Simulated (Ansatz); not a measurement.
# What HfCdS3 (model cell, started as cubic perovskite with Hf in the octahedra) distorts into, part 2 of 3

Aim: this structure of HfCdS3 (model cell, started as cubic perovskite with Hf in the octahedra) is to be tested for unstable modes, and one is followed downhill.

Ansatz 0.2.0; DFT PBEsol, scalar-relativistic, plane waves, PAW; PAW set soft_1.

So far, highest frequency on the path or at a solved wavevector (cm⁻¹): step 2 (the dispersion) 476. Also lowest frequency on the path (cm⁻¹): step 2 -192.

The structure was built from a prototype and need not be the compound's stable phase.

### 5. Energy along the mode, all amplitudes (two of the runs are shown above)

An imaginary frequency means negative curvature, so the energy should fall and then rise again as anharmonic terms take over.

Numbers from this step:

- depth at the lowest point sampled: 217.0 meV/atom
- largest atomic shift at that point: 0.6 Å

Energy from the parent against largest atomic shift:

```tsv
largest atomic shift (Å)	energy from the parent (meV/atom)
0.000	0
0.040	-1.34
0.080	-5.33
0.140	-15.9
0.220	-37.3
0.320	-74.4
0.450	-136
0.600	-217
```

Displacement at unit largest shift by atom:

```tsv
atom	x (Å)	y (Å)	z (Å)	size
Cd1	0.000	0.000	0.000	0.000
Cd2	0.000	0.000	0.000	0.000
Hf3	0.000	0.000	0.000	0.000
Hf4	0.000	0.000	0.000	0.000
S5	-0.707	0.707	0.000	1.000
S6	0.707	-0.707	0.000	1.000
S7	0.000	0.000	-0.707	0.707
S8	0.000	0.000	0.707	0.707
S9	0.000	0.000	-0.707	0.707
S10	0.000	0.000	0.707	0.707
```

The lowest of the steps tried is the last one, at 0.6 Å, 217 meV/atom below the parent; the bottom of the well need not coincide with a step.

### 6. Relaxation from the frozen mode

Starting from the lowest point found, all atoms and the cell are let go, so that strain and other modes of the same symmetry can join in.

input.yaml

```yaml
crystal:
  lattice:
    - [4.883728423, 4.883728423, 0.0]
    - [4.883728423, 0.0, 4.883728423]
    - [4.883728423, 0.0, -4.883728423]
  atoms:
    - { symbol: Cd, position: [0.0, 0.0, 0.0] }
    - { symbol: Cd, position: [0.0, 0.5, 0.5] }
    - { symbol: Hf, position: [0.5, 0.25, 0.75] }
    - { symbol: Hf, position: [0.5, 0.75, 0.25] }
    - { symbol: S, position: [0.5868729855, -0.0868729855, 0.9131270145] }
    - { symbol: S, position: [0.4131270145, 0.5868729855, 0.5868729855] }
    - { symbol: S, position: [0.0, 0.4565635072, 0.0434364928] }
    - { symbol: S, position: [0.0, 0.0434364928, 0.4565635072] }
    - { symbol: S, position: [0.5, 0.4565635072, 0.0434364928] }
    - { symbol: S, position: [0.5, 0.0434364928, 0.4565635072] }
kpoints:
  mp_grid: { grid: [8, 8, 8] }
hamiltonian:
  xc: pbesol
  pseudopotentials: { kind: paw, azcp: { folder: soft_1 }, xc_functional: pbe }
scf:
  occupations: { method: methfessel_paxton, width: 0.2 }
output:
  forces: true
  stress: true
  eigenvalues: true
relax:
  adjacent_minimum: "off"
  f_tol: 0.002
  max_steps: 120
  cell: { stress_tol: 0.03 }
```

Command:

```sh
$ ansatz run input.yaml --threads 4 --pin off --max-ram 16384MiB --backend cpu --events-out ev --progress --plain --runs-dir out
```

Numbers of over 12 decimals in the logs are rounded to 6 here.

The program printed:

```text
[...]
Crystal: 10 atoms, lattice volume = 232.962 Å³
Basis set: ecut = 420 eV, 4573 PW (Γ), exchange–correlation on 96×96×96 points (8 copies of the dense FFT grid, shifted against one another)
Bands: 77, of which v1, the nominal top of the filled ones, is band 64 counted from 1 (63 counted from 0)
Symmetry: 8 space group operations
[...]
k-points: 95 of 512
[...]
SCF iter   1: F=—  HF=-52886.542345 eV  |F-HF|=—  |Δ(HF+E_count)|=         —  Δρ=4.82e-2  dr2=1.23e1  ethr=3.10e-3  ⟨swp⟩=6.3  Hψ=27940  notcnv=0
[...]
SCF iter  11: F=-52883.319588 eV  HF=-52883.319588 eV  |F-HF|=1.44e-8  |Δ(HF+E_count)|=   1.04e-8  S|Δr|=    0.00e0  Δρ=4.72e-6  dr2=9.00e-8  ethr=7.81e-11  ⟨swp⟩=12.2  Hψ=42184  notcnv=0
SCF 1 converged in 11 iterations: F = -52883.319588 eV  dr2 = 9.00e-8
[...]
relax step   1: F+E_penalty+E_count = -52883.31958827 eV  Δ(F+E_penalty+E_count) = +0.000e0 eV  max|allowed force component| = 9.734e-1 eV/Å  Δτ_max = 0.0000 Å  P = -3.758 GPa  Ω = 232.962 Å³  (11 SCF iters, dr2 threshold 1.00e-7 eV, accepted)
Crystal: 10 atoms, lattice volume = 222.055 Å³
Basis set: ecut = 420 eV, 4361 PW (Γ), exchange–correlation on 96×96×96 points (8 copies of the dense FFT grid, shifted against one another)
[...]
SCF iter   7: F=-52884.710406 eV  HF=-52884.710407 eV  |F-HF|=2.06e-7  |Δ(HF+E_count)|=   2.52e-6  S|Δr|=    0.00e0  Δρ=1.80e-5  dr2=9.20e-7  ethr=7.81e-10  ⟨swp⟩=6.7  Hψ=45289  notcnv=0
SCF 2 converged in 7 iterations: F = -52884.710406 eV  dr2 = 9.20e-7
relax step   2: F+E_penalty+E_count = -52884.71040633 eV  Δ(F+E_penalty+E_count) = -1.391e0 eV  max|allowed force component| = 8.314e-1 eV/Å  Δτ_max = 0.1949 Å  P = -2.135 GPa  Ω = 222.055 Å³  energy of the carried Pulay correction = +2.318e-3 eV  (7 SCF iters, dr2 threshold 1.00e-6 eV, accepted)
Crystal: 10 atoms, lattice volume = 214.494 Å³
Basis set: ecut = 420 eV, 4179 PW (Γ), exchange–correlation on 96×96×96 points (8 copies of the dense FFT grid, shifted against one another)
[...]
SCF iter   8: F=-52885.630524 eV  HF=-52885.630524 eV  |F-HF|=1.11e-7  |Δ(HF+E_count)|=   4.52e-7  S|Δr|=    0.00e0  Δρ=1.12e-5  dr2=3.82e-7  ethr=7.81e-10  ⟨swp⟩=10.1  Hψ=47485  notcnv=0
SCF 3 converged in 8 iterations: F = -52885.630524 eV  dr2 = 3.82e-7
relax step   3: F+E_penalty+E_count = -52885.63052421 eV  Δ(F+E_penalty+E_count) = -9.201e-1 eV  max|allowed force component| = 4.259e-1 eV/Å  Δτ_max = 0.1949 Å  P = -0.778 GPa  Ω = 214.494 Å³  energy of the carried Pulay correction = +3.991e-3 eV  (8 SCF iters, dr2 threshold 1.00e-6 eV, accepted)
[...]
relax step   4: F+E_penalty+E_count = -52885.82020782 eV  Δ(F+E_penalty+E_count) = -1.897e-1 eV  max|allowed force component| = 1.551e-1 eV/Å  Δτ_max = 0.1954 Å  P = +0.821 GPa  Ω = 210.111 Å³  energy of the carried Pulay correction = +4.987e-3 eV  (8 SCF iters, dr2 threshold 1.00e-6 eV, accepted)
[...]
relax step   5: F+E_penalty+E_count = -52885.80744809 eV  Δ(F+E_penalty+E_count) = +1.276e-2 eV  max|allowed force component| = 2.126e-1 eV/Å  Δτ_max = 0.0701 Å  P = -0.510 GPa  Ω = 212.873 Å³  energy of the carried Pulay correction = +4.357e-3 eV  (7 SCF iters, dr2 threshold 1.00e-6 eV, rejected (line search))
[...]
relax step   6: F+E_penalty+E_count = -52885.83955467 eV  Δ(F+E_penalty+E_count) = -1.935e-2 eV  max|allowed force component| = 1.217e-2 eV/Å  Δτ_max = 0.0216 Å  P = +0.006 GPa  Ω = 211.873 Å³  energy of the carried Pulay correction = +4.584e-3 eV  (11 SCF iters, accepted)
[...]
relax step   7: F+E_penalty+E_count = -52885.84000072 eV  Δ(F+E_penalty+E_count) = -4.460e-4 eV  max|allowed force component| = 2.069e-3 eV/Å  Δτ_max = 0.0100 Å  P = +0.004 GPa  Ω = 211.851 Å³  energy of the carried Pulay correction = +4.590e-3 eV  (7 SCF iters, dr2 threshold 2.39e-8 eV, accepted)
[...]
relax step   8: F+E_penalty+E_count = -52885.84000102 eV  Δ(F+E_penalty+E_count) = -2.997e-7 eV  max|allowed force component| = 2.091e-4 eV/Å  Δτ_max = 0.0008 Å  P = +0.000 GPa  Ω = 211.863 Å³  energy of the carried Pulay correction = +4.587e-3 eV  (6 SCF iters, dr2 threshold 2.68e-10 eV, accepted)
Basis set: ecut = 420 eV, 4123 PW (Γ), exchange–correlation on 96×90×90 points (8 copies of the dense FFT grid, shifted against one another)
[...]
SCF iter   7: F=-52885.836934 eV  HF=-52885.836934 eV  |F-HF|=0.00e0  |Δ(HF+E_count)|=  4.37e-10  S|Δr|=    0.00e0  Δρ=6.43e-8  dr2=1.08e-11  ethr=1.00e-12  ⟨swp⟩=6.4  Hψ=33711  notcnv=0
SCF 9 converged in 7 iterations: F = -52885.836934 eV  dr2 = 1.08e-11
relax step   9: F+E_penalty+E_count = -52885.83693427 eV  Δ(F+E_penalty+E_count) = +3.067e-3 eV  max|allowed force component| = 3.599e-4 eV/Å  Δτ_max = 0.0000 Å  P = -0.008 GPa  Ω = 211.863 Å³  stress off target by 1.42e-2 GPa  SCF on the basis re-selected at this cell (its energy is not comparable with the rows above)  (7 SCF iters)
basis re-selected at this cell: Δ(F+E_penalty+E_count) = +3.067e-3 eV, ΔP = -0.008 GPa vs the last step (what re-selecting the basis moved, of the pressure what is left beyond the Pulay correction that the steps carried, after the strain that the cell walked since its last selection, with what the two solves' SCF thresholds leave and, on support functions, any second-order correction that the steps lacked; it is no measure of the basis error at this ecutwfc). The dense FFT grid was sized anew with the basis: this SCF ran on 48×45×45 points, the steps before it on 48×48×48, so part of this shift can come from that change (see relax.cell in the input reference). [rest of the remark cut]
SCF converged after 7 iterations
[...]
Free energy (F): -52885.836934 eV
[...]
Internal energy: -52885.837170 eV  (E = F + TS)
E sigma→0 (E₀):  -52885.836993 eV
Entropy (-TS):   0.000236 eV (0.024 meV/atom)
Fermi energy:    9.860858 eV
Step filling:    the computed levels leave a gap of 0.7931 eV = 4.0 smearing widths at the electron count; against every level under it full and every level over it empty, smearing changes F+E_penalty+E_count by +0.022 meV and its σ→0 estimate by -0.037 meV
[...]
--- Forces (eV/Å), atoms counted from 1 ---
  atom   1  Cd    -0.00009099     0.00009099     0.00000000
  atom   2  Cd     0.00009099    -0.00009099     0.00000000
  atom   3  Hf     0.00000000     0.00000000     0.00000000
  atom   4  Hf     0.00000000     0.00000000     0.00000000
  atom   5  S     -0.00035992     0.00035992     0.00000000
  atom   6  S      0.00035992    -0.00035992     0.00000000
  atom   7  S      0.00000000     0.00000000    -0.00030251
  atom   8  S      0.00000000     0.00000000     0.00030251
  atom   9  S      0.00000000    -0.00000000    -0.00030251
  atom  10  S      0.00000000     0.00000000     0.00030251
  max |Σ_I F_I| component: 1.30e-18 eV/Å
--- Stress (GPa, compression-positive) ---
       -0.005836       0.008394       0.000000
        0.008394      -0.005836       0.000000
        0.000000       0.000000      -0.011394
  P = ⅓ Tr σ = -0.0077 GPa (-0.077 kbar)
--- Band table (eV; the first three rows and the last of 95) ---
  k-point 0: bands = [... 60 lower, 8.9013, 9.0688, 9.3376, 9.4565, 10.2912, 10.7998, 11.3581, 11.3899, ... 9 higher]
  k-point 1: bands = [... 60 lower, 8.6531, 9.0913, 9.1117, 9.3911, 10.3560, 10.8438, 11.4266, 11.5616, ... 9 higher]
  k-point 2: bands = [... 60 lower, 8.6728, 8.6932, 9.0783, 9.2449, 10.4905, 10.7961, 11.6207, 11.8871, ... 9 higher]
  k-point 94: bands = [... 60 lower, 8.0655, 8.0655, 8.6166, 8.6166, 11.0429, 11.0429, 11.8330, 11.8330, ... 9 higher]
--- Relaxed structure (8 steps of the walk, 7 accepted, 1 SCFs on fresh bases) ---
  F+E_penalty+E_count = -52885.83693427 eV   max|allowed force component| = 3.599e-4 eV/Å   (the final SCF, on the basis selected at the relaxed cell)
  cell:  # Å, volume = 211.8634 Å³
    - [5.032614, 5.032614, 0.0]
    - [4.747080, 0.285535, 4.717881]
    - [4.747080, 0.285535, -4.717881]
  atoms:
    - { symbol: Cd, position: [-0.053799, 0.053799, 0.053799] }
    - { symbol: Cd, position: [0.053799, 0.446201, 0.446201] }
    - { symbol: Hf, position: [0.5, 0.250000, 0.75] }
    - { symbol: Hf, position: [0.5, 0.75, 0.250000] }
    - { symbol: S, position: [0.659530, -0.159530, 0.840470] }
    - { symbol: S, position: [0.340470, 0.659530, 0.659530] }
    - { symbol: S, position: [-3.469446951953614e-18, 0.421910, 0.078090] }
    - { symbol: S, position: [-3.469446951953614e-18, 0.078090, 0.421910] }
    - { symbol: S, position: [0.5, 0.421910, 0.078090] }
    - { symbol: S, position: [0.5, 0.078090, 0.421910] }
```

Run time: 3.9 min. Hardware: 4 threads of Arm Neoverse V2, shared host; peak memory 1.5 GiB.

Step by step:

```tsv
step	energy less that of the first step (eV)	largest force component (eV/Å)	pressure (GPa)	volume (Å³)
1	0.0000	0.9734	-3.76	232.96
2	-1.3908	0.8314	-2.14	222.05
3	-2.3109	0.4259	-0.78	214.49
4	-2.5006	0.1551	0.82	210.11
5	-2.4879	0.2126	-0.51	212.87
6	-2.5200	0.0122	0.01	211.87
7	-2.5204	0.0021	0.00	211.85
8	-2.5204	0.0002	0.00	211.86
9*	-2.5173	0.0004	-0.01	211.86
```

Relaxation steps marked * repeat the geometry before them on a plane-wave basis chosen anew for their cell, so energy and pressure can jump there. Relaxation step 5 was tried and not accepted.

Forces are held to the 8 operations that the run works with; a distortion that breaks them can't arise in this run.

```tsv
conventional cell, symmetrised	before	after	change
a (Å)	6.907	7.117	+3.0 %
b (Å)	9.767	9.436	-3.4 %
c (Å)	6.907	6.310	-8.6 %
volume (Å³/atom)	23.30	21.19	-9.1 %
```

The atoms that moved most (Å, as changes of fractional coordinates times the final cell):

```tsv
atom	dx	dy	dz	length
S5	-0.324	0.324	0.000	0.458
S6	0.324	-0.324	0.000	0.458
Cd1	0.240	-0.240	0.000	0.339
Cd2	-0.240	0.240	0.000	0.339
S8	0.000	0.000	0.327	0.327
S7	0.000	0.000	-0.327	0.327
S10	0.000	0.000	0.327	0.327
S9	0.000	0.000	-0.327	0.327
```

The relaxed structure:

```cif
data_structure
_symmetry_space_group_name_H-M 'P 1'
_symmetry_Int_Tables_number 1
_cell_length_a 7.1172
_cell_length_b 6.6989
_cell_length_c 6.6989
_cell_angle_alpha 89.543
_cell_angle_beta 57.912
_cell_angle_gamma 57.912
_cell_volume 211.86
loop_
_atom_site_label
_atom_site_type_symbol
_atom_site_fract_x
_atom_site_fract_y
_atom_site_fract_z
_atom_site_occupancy
Cd1 Cd 0.94620 0.05380 0.05380 1
Cd2 Cd 0.05380 0.44620 0.44620 1
Hf3 Hf 0.50000 0.25000 0.75000 1
Hf4 Hf 0.50000 0.75000 0.25000 1
S5 S 0.65953 0.84047 0.84047 1
S6 S 0.34047 0.65953 0.65953 1
S7 S 0.00000 0.42191 0.07809 1
S8 S 0.00000 0.07809 0.42191 1
S9 S 0.50000 0.42191 0.07809 1
S10 S 0.50000 0.07809 0.42191 1
```

This step gave:

- pressure: -0.007688 GPa
- volume per atom: 21.19 Å³
- gap on the k-mesh: 0.7931 eV

The distorted start has space group Imma; the relaxation ends in Imma.

### 7. The new phase in its own primitive cell

The relaxed structure is symmetrised, reduced to its primitive cell and relaxed tightly, as its phonons need.

input.yaml

```yaml
crystal:
  lattice:
    - [-3.5585958188, 4.7178806843, 3.1547889972]
    - [3.5585958188, -4.7178806843, 3.1547889972]
    - [3.5585958188, 4.7178806843, -3.1547889972]
  atoms:
    - { symbol: Cd, position: [0.8037987833, 0.0537987833, 0.75] }
    - { symbol: Cd, position: [0.1962012167, 0.9462012167, 0.25] }
    - { symbol: Hf, position: [0.5, 0.5, 0.0] }
    - { symbol: Hf, position: [0.0, 0.5, 0.5] }
    - { symbol: S, position: [0.5904695501, 0.3404695501, 0.25] }
    - { symbol: S, position: [0.4095304499, 0.6595304499, 0.75] }
    - { symbol: S, position: [0.8280895095, 0.0, 0.3280895095] }
    - { symbol: S, position: [0.1719104905, 0.0, 0.6719104905] }
    - { symbol: S, position: [0.8280895095, 0.5, 0.8280895095] }
    - { symbol: S, position: [0.1719104905, 0.5, 0.1719104905] }
kpoints:
  mp_grid: { grid: [6, 6, 6] }
hamiltonian:
  xc: pbesol
  pseudopotentials: { kind: paw, azcp: { folder: soft_1 }, xc_functional: pbe }
scf:
  occupations: { method: fixed }
output:
  forces: true
  stress: true
  eigenvalues: true
relax:
  adjacent_minimum: "off"
  f_tol: 0.001
  max_steps: 60
  cell: { stress_tol: 0.01 }
```

The program printed:

```text
[...]
Crystal: 10 atoms, lattice volume = 211.863 Å³
Basis set: ecut = 420 eV, 4123 PW (Γ), exchange–correlation on 90×90×90 points (8 copies of the dense FFT grid, shifted against one another)
Bands: 77, of which v1, the nominal top of the filled ones, is band 64 counted from 1 (63 counted from 0)
Symmetry: 8 space group operations
[...]
k-points: 46 of 216
[...]
- { symbol: Hf, position: [0.500000, 0.500000, 0] }
    - { symbol: Hf, position: [0, 0.5, 0.5] }
    - { symbol: S, position: [0.590436, 0.340436, 0.250000] }
    - { symbol: S, position: [0.409564, 0.659564, 0.750000] }
    - { symbol: S, position: [0.828083, 0.0, 0.328083] }
    - { symbol: S, position: [0.171917, -2.7755575615628914e-17, 0.671917] }
    - { symbol: S, position: [0.828083, 0.5, 0.828083] }
    - { symbol: S, position: [0.171917, 0.5, 0.171917] }
[key lines of the parts left out:]
SCF converged after 8 iterations
Free energy (F): -52885.836706 eV
Fermi energy:    9.461994 eV
P = ⅓ Tr σ = 0.0024 GPa (0.024 kbar)
```

The job ended after 34 s (4 threads; peak memory 1 GiB; 2.2 min of CPU time).

Little changed from the start: no atom moved by 0.005 Å and no cell edge by 0.1 %.

Numbers from this step:

```
pressure           : 0.002363 GPa
gap on the k-mesh  : 0.8176 eV
volume per atom    : 21.18 Å³
direct gap on mesh : 0.8343 eV
```

The largest force component left is 0.086 meV/Å and the pressure is 0.002 GPa, within the tolerances set. The cell now holds 21.18 Å³/atom.

(Part 2 of 3 ends here.)

[Logs are printed without paths, hosts, clocks, repeated set-up lines and the standing remarks that a program may print on its own settings, such as how far it seeks lower states.]

[Hosts, paths, dates, database ids (printed as entryN), source tags and the programs' standing remarks are cut or masked in the printed files.]
